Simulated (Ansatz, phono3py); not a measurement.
# LiH (Fm-3m): lattice thermal conductivity

Wanted: κ(T), lifetimes and mean free paths for LiH.

Measurements to reproduce:
- thermal conductivity 15 W/m/K near room temperature (given in “Combining the AFLOW GIBBS and Elastic Libraries to efficiently and robustly screen thermo-mechanical properties of solids”, 2017, arXiv:1611.05714)
- thermal conductivity 15 W/m/K near room temperature (given in “Predicting the lattice thermal conductivity of solids by solving the Boltzmann transport equation: AFLOW - AAPL an automated, accurate and efficient framework”, 2017, arXiv:1611.05481)

Calculated with Ansatz 0.2.0; DFT LDA, scalar-relativistic, plane waves, PAW.

This is a report of a sequence of runs, with most program output left out.

The database entry behind the starting cell differs from later determinations by our own check (the deuteride, about 0.2 % short), so it need not match the best structure at ambient conditions.

## Step 1: The starting structure

It takes space group Fm-3m (No. 225, cubic). The conventional cell has a = 4.074 Å, b = 4.074 Å, c = 4.074 Å, α = 90.00°, β = 90.00°, γ = 90.00°. Nearest to Li lie 6 H at 2.04 Å. H has 6 Li at 2.04 Å nearest. Farther neighbours are not listed.

## Step 2: Probe on a coarse mesh

Before spending time, one coarse run tells the gap and the pressure of the starting cell.

Contents of input.yaml:

```yaml
crystal:
  lattice:
    - [0.0, 2.03675, 2.03675]
    - [2.03675, 0.0, 2.03675]
    - [2.03675, 2.03675, 0.0]
  atoms:
    - { symbol: Li, position: [0.0, 0.0, 0.0] }
    - { symbol: H, position: [0.5, 0.5, 0.5] }
kpoints:
  mp_grid: { grid: [8, 8, 8] }
hamiltonian:
  xc: lda
scf:
  occupations: { method: gaussian, width: 0.1 }
output:
  forces: true
  stress: true
  eigenvalues: true
```

Run with:

```bash
ansatz run input.yaml --threads 8 --pin off --max-ram 16384MiB --backend cpu --events-out ev --progress --plain --runs-dir out
```

Elapsed: 0.2 s, on 8 threads of Arm Neoverse V1, shared host; peak memory 0.24 GiB; 0.59 s of CPU time.

Numbers from this step:

```
pressure          : -4.081 GPa
gap on the k-mesh : 2.656 eV
volume per atom   : 8.449 Å³
```

The start is under -4.1 GPa at this level and looks like an insulator or semiconductor on this mesh.

## Step 3: Finding the static equilibrium

The vibrations must be taken about the equilibrium of this functional, not about the starting cell, so the structure is relaxed.

input.yaml, the sections that differ from step 2:

```yaml
kpoints:
  mp_grid: { grid: [10, 10, 10] }
scf:
  occupations: { method: gaussian, width: 0.02 }
relax:
  adjacent_minimum: "off"
  f_tol: 0.005
  max_steps: 80
  cell: { stress_tol: 0.05 }
# crystal, hamiltonian, output: as in step 2
```

It took 0.82 s on 8 threads; peak memory 0.27 GiB.

Step by step:

```csv
step,energy less that of the first step (eV),largest force component (eV/Å),pressure (GPa),volume (Å³)
1,0.0000,0.0000,-4.09,16.90
2,-0.0264,0.0000,-1.16,15.40
3,-0.0284,0.0000,0.19,14.88
4,-0.0284,0.0000,-0.01,14.95
5*,-0.0274,0.0000,-0.05,14.95
```

Relaxation steps marked * repeat the geometry before them on a plane-wave basis chosen anew for their cell, so energy and pressure can jump there.

The run keeps the 48 symmetry operations that it works with, so distortions that break them were not tested.

```csv
"conventional cell, symmetrised",before,after,change
a (Å),4.074,3.911,-4.0 %
b (Å),4.074,3.911,-4.0 %
c (Å),4.074,3.911,-4.0 %
volume (Å³/atom),8.45,7.48,-11.5 %
```

Final coordinates:

```cif
data_structure
_symmetry_space_group_name_H-M 'P 1'
_symmetry_Int_Tables_number 1
_cell_length_a 2.7652
_cell_length_b 2.7652
_cell_length_c 2.7652
_cell_angle_alpha 60.000
_cell_angle_beta 60.000
_cell_angle_gamma 60.000
_cell_volume 14.95
loop_
_atom_site_label
_atom_site_type_symbol
_atom_site_fract_x
_atom_site_fract_y
_atom_site_fract_z
_atom_site_occupancy
Li1 Li 0.00000 0.00000 0.00000 1
H2 H 0.50000 0.50000 0.50000 1
```

Numbers from this step:

| Item | Value |
| --- | --- |
| pressure | -0.04970 GPa |
| gap on the k-mesh | 2.541 eV |
| volume per atom | 7.475 Å³ |

The relaxation ends with a pressure of -0.05 GPa.

## Step 4: A second relaxation

The relaxation is run once more from where the first one ended, as the script does after a large change of volume or of the gap, with mesh and occupations reviewed.

input.yaml, the sections that differ from step 3:

```yaml
crystal:
  lattice:
    - [0.0, 1.9552886814, 1.9552886814]
    - [1.9552886814, 0.0, 1.9552886814]
    - [1.9552886814, 1.9552886814, 0.0]
  atoms:
    - { symbol: Li, position: [0.0, 0.0, 0.0] }
    - { symbol: H, position: [0.5, 0.5, 0.5] }
output:
  forces: true
  stress: true
  eigenvalues: true
  write_density: true
  write_potential: true
  elf: true
  volumetric_format: npy
# kpoints, hamiltonian, scf, relax: as in step 3
```

Run time: 0.4 s. Hardware: 8 threads; peak memory 0.26 GiB; 1.5 s of CPU time.

Little changed from the start: no atom moved by 0.005 Å and no cell edge by 0.1 %.

ELF in the ac plane of the conventional cell at fractional y = 0.000, with atoms of Li and H within 0.2 Å of it. It is the smooth field of the valence electrons, not physical close to the nuclei.

Ten even steps from '_' (0.51 × 1e-1) to '@' (9.99 × 1e-1), each cell a mean:
```
@@**__..##@@@@@@@@@@++__--%%
--..__..**@@@@@@@@%%==____--
______..--**##%%##++::______
++++--................::==++
@@@@##--______..____..++%%@@
@@@@@@++__..**##==__..##@@@@
@@@@@@++__--@@@@##....%%@@@@
@@@@@@++__--%%@@**__..##@@@@
@@@@%%==____----..__..**@@@@
%%##++::____________..--**##
........::==++++++--........
..____..++%%@@@@@@##--______
##==__..##@@@@@@@@@@++__..**
@@##....%%@@@@@@@@@@++__--@@
```
Columns run along a (3.9 Å), rows up along c (3.9 Å), edges of the conventional cell, whose origin can differ from the input's. Atoms in or near the plane, at fractional coordinates: Li at (0.00, 0.00), Li at (0.50, 0.50), H at (0.50, 0.00), H at (0.00, 0.50).

Valence density in the ac plane of the conventional cell at fractional y = 0.000, with atoms of Li and H within 0.2 Å of it. It is the smooth field of the valence electrons, not physical close to the nuclei.

Ten steps, logarithmic in the rise over the least value, from '_' (0.1 e/Å³) to '@' (7.9 e/Å³), each cell a mean:
```
@@##--__::--++++==::..__++%%
**==____..::------::____::++
..________..::::....________
....__________..__________..
--::..______----::____..::::
++==::..__==##%%**::__..--==
**++--....**@@@@%%--..::--++
++==::..__++%%@@##--__::--++
----::____::++**==____..::--
::....________..________..::
..__________......__________
--::____..::::--::..______--
%%**::__..--==++==::..__==##
@@%%--..::--++**++--....**@@
```
Columns run along a (3.9 Å), rows up along c (3.9 Å), edges of the conventional cell, whose origin can differ from the input's. Atoms in or near the plane, at fractional coordinates: Li at (0.00, 0.00), Li at (0.50, 0.50), H at (0.50, 0.00), H at (0.00, 0.50).

Electrostatic potential energy in the ac plane of the conventional cell at fractional y = 0.000, with atoms of Li and H within 0.2 Å of it. With pseudopotentials it is smooth inside the atoms' cores, unlike the true potential.

Ten even steps from '_' (-36 eV) to '@' (4 eV), each cell a mean:
```
..--**@@@@%%==..**@@@@%%++::
==**%%@@@@@@%%%%@@@@@@@@##++
%%%%@@@@@@@@@@@@@@@@@@@@@@%%
@@@@@@@@@@@@@@@@@@@@@@@@@@@@
@@@@@@@@@@%%****##%%@@@@@@@@
==##@@@@%%**--::==##@@@@@@**
__==@@@@%%==..__::**@@@@%%..
..**@@@@%%++::..--**@@@@%%==
%%@@@@@@@@##++==**%%@@@@@@%%
@@@@@@@@@@@@%%%%%%@@@@@@@@@@
@@@@@@@@@@@@@@@@@@@@@@@@@@@@
**##%%@@@@@@@@@@@@@@@@@@%%**
::==##@@@@@@**==##@@@@%%**--
__::**@@@@%%..__==@@@@%%==..
```
Columns run along a (3.9 Å; values clipped at the 3rd and 97th percentile), rows up along c (3.9 Å), edges of the conventional cell, whose origin can differ from the input's. Atoms in or near the plane, at fractional coordinates: Li at (0.00, 0.00), Li at (0.50, 0.50), H at (0.50, 0.00), H at (0.00, 0.50).

## Step 5: Relaxing to small residual forces and stress

The thresholds are tightened for a last relaxation ahead of the phonons, and where mesh or smearing change with them the cell follows.

input.yaml, the sections that differ from step 4:

```yaml
kpoints:
  mp_grid: { grid: [12, 12, 12] }
scf:
  occupations: { method: fixed }
output:
  forces: true
  stress: true
  eigenvalues: true
relax:
  adjacent_minimum: "off"
  f_tol: 0.001
  max_steps: 60
  cell: { stress_tol: 0.01 }
# crystal, hamiltonian: as in step 4
```

Wall time 0.7 s (8 threads); peak memory 0.27 GiB.

Little changed from the start: no atom moved by 0.005 Å and no cell edge by 0.1 %.

Numbers from this step:

| Quantity | Value |
| --- | --- |
| pressure | -6.43e-4 GPa |
| gap on the k-mesh | 2.540 eV |
| volume per atom | 7.466 Å³ |

The residual pressure is -6.4e-4 GPa, small enough for phonons.

## Step 6: Third-order constants and the Boltzmann equation, k-mesh 9×9×9, third order supercell 3×3×3

Pairs of atoms inside the cutoff are displaced in a supercell, the forces give the cubic constants, and these give the three-phonon rates of the Boltzmann equation.

Contents of input.yaml:

```yaml
crystal:
  lattice:
    - [0.0, 1.954463756, 1.954463756]
    - [1.954463756, 0.0, 1.954463756]
    - [1.954463756, 1.954463756, 0.0]
  atoms:
    - { symbol: Li, position: [0.0, 0.0, 0.0] }
    - { symbol: H, position: [0.5, 0.5, 0.5] }
kpoints:
  mp_grid: { grid: [9, 9, 9] }
hamiltonian:
  xc: lda
scf:
  occupations: { method: fixed }
output:
  eigenvalues: true
phonons:
  method: fd
  dielectric: true
  supercell: [3, 3, 3]
  temperatures: { t_max: 1000, t_step: 50 }
  qpath:
    path:
      - [[0.0, 0.0, 0.0], [0.5, 0.0, 0.5], [0.625, 0.25, 0.625]]
      - [[0.375, 0.375, 0.75], [0.0, 0.0, 0.0], [0.5, 0.5, 0.5], [0.5, 0.25, 0.75], [0.5, 0.0, 0.5]]
    npoints: 10
  third_order: { supercell: [3, 3, 3], pair_cutoff: 2.914 }
  lattice_thermal_conductivity:
    qmesh: [17, 17, 17]
    temperatures: [100.0, 150.0, 200.0, 300.0, 400.0, 500.0]
    isotope_mass_variance:
      - { species: H, variance: 0.0001146 }
      - { species: Li, variance: 0.001459 }
```

Wall time 2.7 min (8 threads); peak memory 2.5 GiB.

This step gave:

```
Γ frequencies                              : 0, 0, 0, 647.9, 647.9, 647.9 cm⁻¹ (negative: imaginary)
lowest frequency on the path               : 0 cm⁻¹
zero-point energy                          : 0.2352 eV/cell
point group                                : m-3m
highest frequency                          : 1100 cm⁻¹
Debye temperature from the second moment   : 1298 K
κ at 300 K (relaxation time)               : 27.47 W/m/K
κ at 300 K (full solution)                 : 30.56 W/m/K
dipole term                                : run
mean free path at half of κ                : 21.8 nm
share of κ above the three lowest branches : 0.033
third-order blocks                         : 350
periodic aliases dropped                   : 24
largest relative sum-rule correction       : 0.3412
displaced cells, third order               : 50
```

LO-TO term included. The phonon branches at the labelled points (cm⁻¹):

```csv
point,branch 1,branch 2,branch 3,branch 4,branch 5,branch 6
Γ,0,0,0,648,648,1099
halfway,256,256,371,773,773,1083
X,334,334,434,857,857,1040
halfway,333,357,430,857,886,1028
U,330,408,418,856,952,993
jump to K,330,408,418,856,952,993
halfway,241,285,406,793,804,1082
Γ,0,0,0,648,648,1099
halfway,215,215,367,763,763,1094
L,304,304,541,857,857,1088
halfway,322,356,487,858,910,1039
W,372,399,399,901,956,956
halfway,353,356,426,880,888,1016
X,334,334,434,857,857,1040
```

W/m/K. Kappa, by row:

```csv
T (K),RTA xx,RTA yy,RTA zz,full xx,full yy,full zz,coherence part xx,coherence part yy,coherence part zz,ending,iterations,least Ritz value
100,103.9,103.9,103.9,113.6,113.6,113.6,0.03964,0.03964,0.03964,converged,7,0.628
150,56.53,56.53,56.53,63.12,63.12,63.12,0.07128,0.07128,0.07128,converged,7,0.601
200,41.69,41.69,41.69,46.71,46.71,46.71,0.1026,0.1026,0.1026,converged,8,0.602
300,27.47,27.47,27.47,30.56,30.56,30.56,0.1808,0.1808,0.1808,converged,8,0.579
400,20.5,20.5,20.5,22.64,22.64,22.64,0.2615,0.2615,0.2615,converged,9,0.547
500,16.5,16.5,16.5,18.13,18.13,18.13,0.3337,0.3337,0.3337,converged,9,0.527
```

Lattice thermal conductivity against temperature:

```csv
temperature (K),RTA xx (W/m/K),full xx (W/m/K)
100,104,114
150,56.5,63.1
200,41.7,46.7
300,27.5,30.6
400,20.5,22.6
500,16.5,18.1
```

The modes has structure finer than the step of the table below, so its rows give means over 50 cm⁻¹, whole bins alone (the curve runs from -10 to 1142 cm⁻¹). Peaks (cm⁻¹: height): H 852.6: 0.0249, 1077.3: 0.0113; Li 323.4: 0.0213, 439.4: 0.0127.

Phonopy on the run's constants, 21x21x21 mesh, Gaussian sigma 8.2 cm⁻¹. Modes against wavenumber; means over each step; values in 1/cm⁻¹/cell:

```csv
wavenumber (cm⁻¹),H,Li
50,1.1e-5,8.9e-5
100,4.8e-5,4.0e-4
150,9.6e-5,9.9e-4
200,1.5e-4,0.00219
250,2.0e-4,0.00494
300,2.0e-4,0.0148
350,1.4e-4,0.0146
400,1.1e-4,0.00676
450,1.1e-4,0.0101
500,3.1e-5,0.00365
550,1.0e-6,4.3e-4
600,0,0
650,2.7e-4,3.5e-5
700,0.00126,1.2e-4
750,0.00274,1.7e-4
800,0.00619,1.8e-4
850,0.0180,1.3e-4
900,0.00790,3.0e-5
950,0.00320,3.7e-6
1000,0.00445,2.4e-6
1050,0.00943,1.1e-4
1100,0.00543,3.2e-4
```

Distinct triplets, nearest first. Third order norms, by row:

```csv
sites,side 1 (Å),side 2 (Å),side 3 (Å),norm of the 27 components (eV/Å³)
Li-Li-Li,0,0,0,0
H-H-H,0,0,0,0
Li-H-H,0,1.95,1.95,4.964
Li-H-Li,0,1.95,1.95,5.125
Li-H-H,1.95,1.95,2.76,0.198
Li-H-Li,1.95,1.95,2.76,0.324
Li-Li-Li,0,2.76,2.76,1.521
Li-Li-Li,2.76,2.76,2.76,0.055
H-H-H,0,2.76,2.76,0.438
H-H-H,2.76,2.76,2.76,0.148
```

Born charge (rows field, columns displacement) (e), principal values of the symmetric part by kind of site:

```csv
atom,atoms with these values,low,middle,high,mean
Li1,1,1.02,1.02,1.02,1.02
H2,1,-1.02,-1.02,-1.02,-1.02
```

In full for H2:

```
-1.02  0.00  0.00
 0.00 -1.02  0.00
 0.00  0.00 -1.02
```

RTA, 300 K. Kappa by branch, by row:

```csv
branch (by rank),mean frequency (THz),mean rms speed (km/s),median lifetime (ps),share of kappa
1,8.82,2.44,1.82,0.207
2,9.65,3.28,1.94,0.436
3,13.03,3.5,0.702,0.325
4,24.9,2.16,0.206,0.004
5,25.82,3.61,0.399,0.025
6,31.5,1.98,0.0603,0.004
```

Table of spectral kappa at 300 K by frequency; read off at these points; values in W/m/K/THz:

```csv
frequency (THz),relaxation time (W/m/K/THz),full solution (W/m/K/THz)
0.5,0,0
2.5,2.45,2.48
3.5,1.32,1.31
5.5,2.33,2.59
6.5,3.05,3.37
8.5,4.32,4.84
9.5,2.61,3.04
11.5,1.19,1.54
12.5,0.554,0.878
14.5,0.172,0.152
15.5,0.0559,0.00900
17.5,0,0
18.5,0,0
20.5,0.0166,0.0135
21.5,0.0240,0.0156
23.5,0.0302,0.0395
24.5,0.0657,0.0865
26.5,0.147,0.144
27.5,0.179,0.174
29.5,0.0850,0.0715
30.5,0.0257,-0.0188
32.5,0.00132,-0.0120
```

Relaxation-time solution. The share of κ carried by shorter paths by mean free path:

```csv
mean free path (nm),100 K,300 K,500 K
0.316,0,0.001,0.008
0.464,0,0.002,0.013
0.681,0,0.005,0.022
1,0,0.009,0.039
1.47,0,0.018,0.065
2.15,0,0.032,0.124
3.16,0,0.06,0.213
4.64,0.001,0.113,0.296
6.81,0.003,0.191,0.371
10,0.007,0.282,0.479
14.7,0.016,0.38,0.638
21.5,0.024,0.492,0.753
31.6,0.036,0.638,0.854
46.4,0.05,0.776,0.904
68.1,0.078,0.865,0.936
100,0.129,0.926,0.965
147,0.198,0.926,1
215,0.287,0.987,1
316,0.381,1,1
464,0.5,1,1
681,0.627,1,1
1000,0.692,1,1
1470,0.721,1,1
2150,0.845,1,1
3160,1,1,1
```

300 K; a sample spread over frequency. Mode lifetimes, by row, the first 40 of 90 rows:

```csv
q1,q2,q3,branch,frequency (THz),rms speed (km/s),three-phonon rate (1/ps),isotope rate (1/ps),lifetime (ps),mean free path (nm)
0,0,0.0588,1,1.72,6.48,0.0691,2.75e-5,14.5,93.9
0,0,0.1176,2,3.354,6.03,0.265,7.80e-4,3.76,22.7
0,0,0.1765,2,4.843,5.43,0.61,0.00401,1.63,8.83
0,0.1765,0.1765,1,5.79,5.67,0.128,0.00941,7.26,41.2
0,0.1176,0.2353,2,6.22,5.24,0.26,0.0137,3.65,19.2
0,0.0588,-0.2353,2,6.933,4.94,0.365,0.0248,2.57,12.7
0,0.1176,0.2941,2,7.283,4.36,0.303,0.0338,2.97,13
0.0588,0.1765,0.3529,1,7.654,4.01,0.375,0.0464,2.37,9.53
0,0,0.1765,3,8.041,9.61,0.0522,0.0595,8.95,85.9
0.0588,0.1765,0.3529,2,8.21,4.57,0.152,0.0753,4.39,20.1
0,0.1176,-0.1176,3,8.513,8.74,0.297,0.0937,2.56,22.3
0.0588,0.2353,0.4118,1,8.698,3.15,0.271,0.122,2.54,7.99
0,0.1176,0.4118,2,8.843,3.2,0.385,0.148,1.87,5.99
0.0588,0.2941,0.4118,1,9.034,2.75,0.184,0.193,2.65,7.28
0,0.0588,-0.4118,2,9.134,1.94,0.346,0.259,1.66,3.22
0.0588,0.2353,0.4118,2,9.233,3.64,0.153,0.262,2.41,8.78
0,0.1765,0.4706,1,9.322,1.37,0.266,0.274,1.85,2.53
0,0.1765,-0.4706,1,9.45,0.73,0.34,0.294,1.58,1.15
0.1176,0.2353,-0.4118,1,9.56,1.3,0.367,0.307,1.48,1.92
0.0588,0.1765,-0.2941,2,9.664,3.58,0.211,0.318,1.89,6.77
0,0.4118,0.4118,2,9.773,1.05,0.125,0.336,2.17,2.27
0,0.1765,-0.2941,2,9.874,3.92,0.161,0.356,1.93,7.58
0,0.4706,0.4706,1,9.973,0.32,0.236,0.386,1.61,0.509
0.0588,0.4118,-0.4706,1,10.04,1.4,0.18,0.381,1.78,2.5
0.0588,0.4706,-0.4706,1,10.12,1.02,0.197,0.303,2,2.04
0.1765,0.4118,-0.4118,1,10.28,2.26,0.284,0.258,1.85,4.18
0.0588,0.4118,-0.4706,2,10.45,2.5,0.225,0.237,2.16,5.41
0.0588,0.4706,-0.4118,2,10.61,2.67,0.266,0.211,2.1,5.61
0.0588,0.1176,0.2941,3,10.82,7.61,0.301,0.183,2.06,15.7
0.1765,0.4118,-0.4118,2,11.04,2.31,0.291,0.182,2.12,4.89
0,0.4118,-0.4118,2,11.28,3.46,0.339,0.176,1.94,6.73
0,0.2941,-0.4118,2,11.59,3,0.64,0.174,1.23,3.69
0.1176,0.2353,0.3529,3,11.86,5.24,0.727,0.114,1.19,6.24
0.2353,0.4706,-0.2941,3,12.26,2.41,0.684,0.0714,1.32,3.19
0.1765,0.4118,-0.2941,3,12.64,3.18,0.903,0.206,0.901,2.87
0.0588,0.4118,-0.4118,3,12.82,1,0.665,0.305,1.03,1.03
0.0588,0.4706,-0.4706,3,12.98,0.32,0.7,0.563,0.792,0.254
0.1176,0.4118,-0.4706,3,13.06,0.73,0.851,0.418,0.788,0.574
0.1176,0.3529,-0.4706,3,13.29,1.35,1.16,0.324,0.676,0.913
0,0.2941,-0.4706,3,13.47,2.62,1.04,0.292,0.751,1.96
```

Without the LO-TO term. Gamma linewidths, by row:

```csv
branch,frequency (cm⁻¹),three-phonon rate (1/ps),isotope rate (1/ps),FWHM (cm⁻¹)
4,647.9,1.9,5.32e-32,10.1
5,647.9,1.9,5.32e-32,10.1
6,647.9,1.9,5.32e-32,10.1
```

W/m/K, third of the trace; RTA populations with a boundary rate v/L added to each mode (Matthiessen's rule). Kappa by grain size, by row:

```csv
T (K),bulk,10 nm,30 nm,100 nm,300 nm,1000 nm,10000 nm,100000 nm
100,103.9,4.982,11.47,24.91,43.17,65.78,95.81,103
300,27.29,9.951,15.69,21.28,24.57,26.32,27.18,27.27
```

W/m/K, third of the trace; RTA populations with the isotope rates scaled. Kappa by mass disorder, by row:

```csv
T (K),no isotopes,as typed,variance x 3,variance x 10,variance x 30
100,192.9,103.9,79.13,52.72,31.61
300,39.24,27.29,20.61,14.08,9.539
```

At 300 K the relaxation-time value is 27.5 W/(m K).

[end of part 1 of 2]

[Logs are printed without paths, hosts, clocks, repeated set-up lines and the standing remarks that a program may print on its own settings, such as how far it seeks lower states.]

[Hosts, paths, dates, database ids (printed as entryN), source tags and the programs' standing remarks are cut or masked in the printed files.]

[A step with changed settings may run another functional than the one named; its input shows which.]
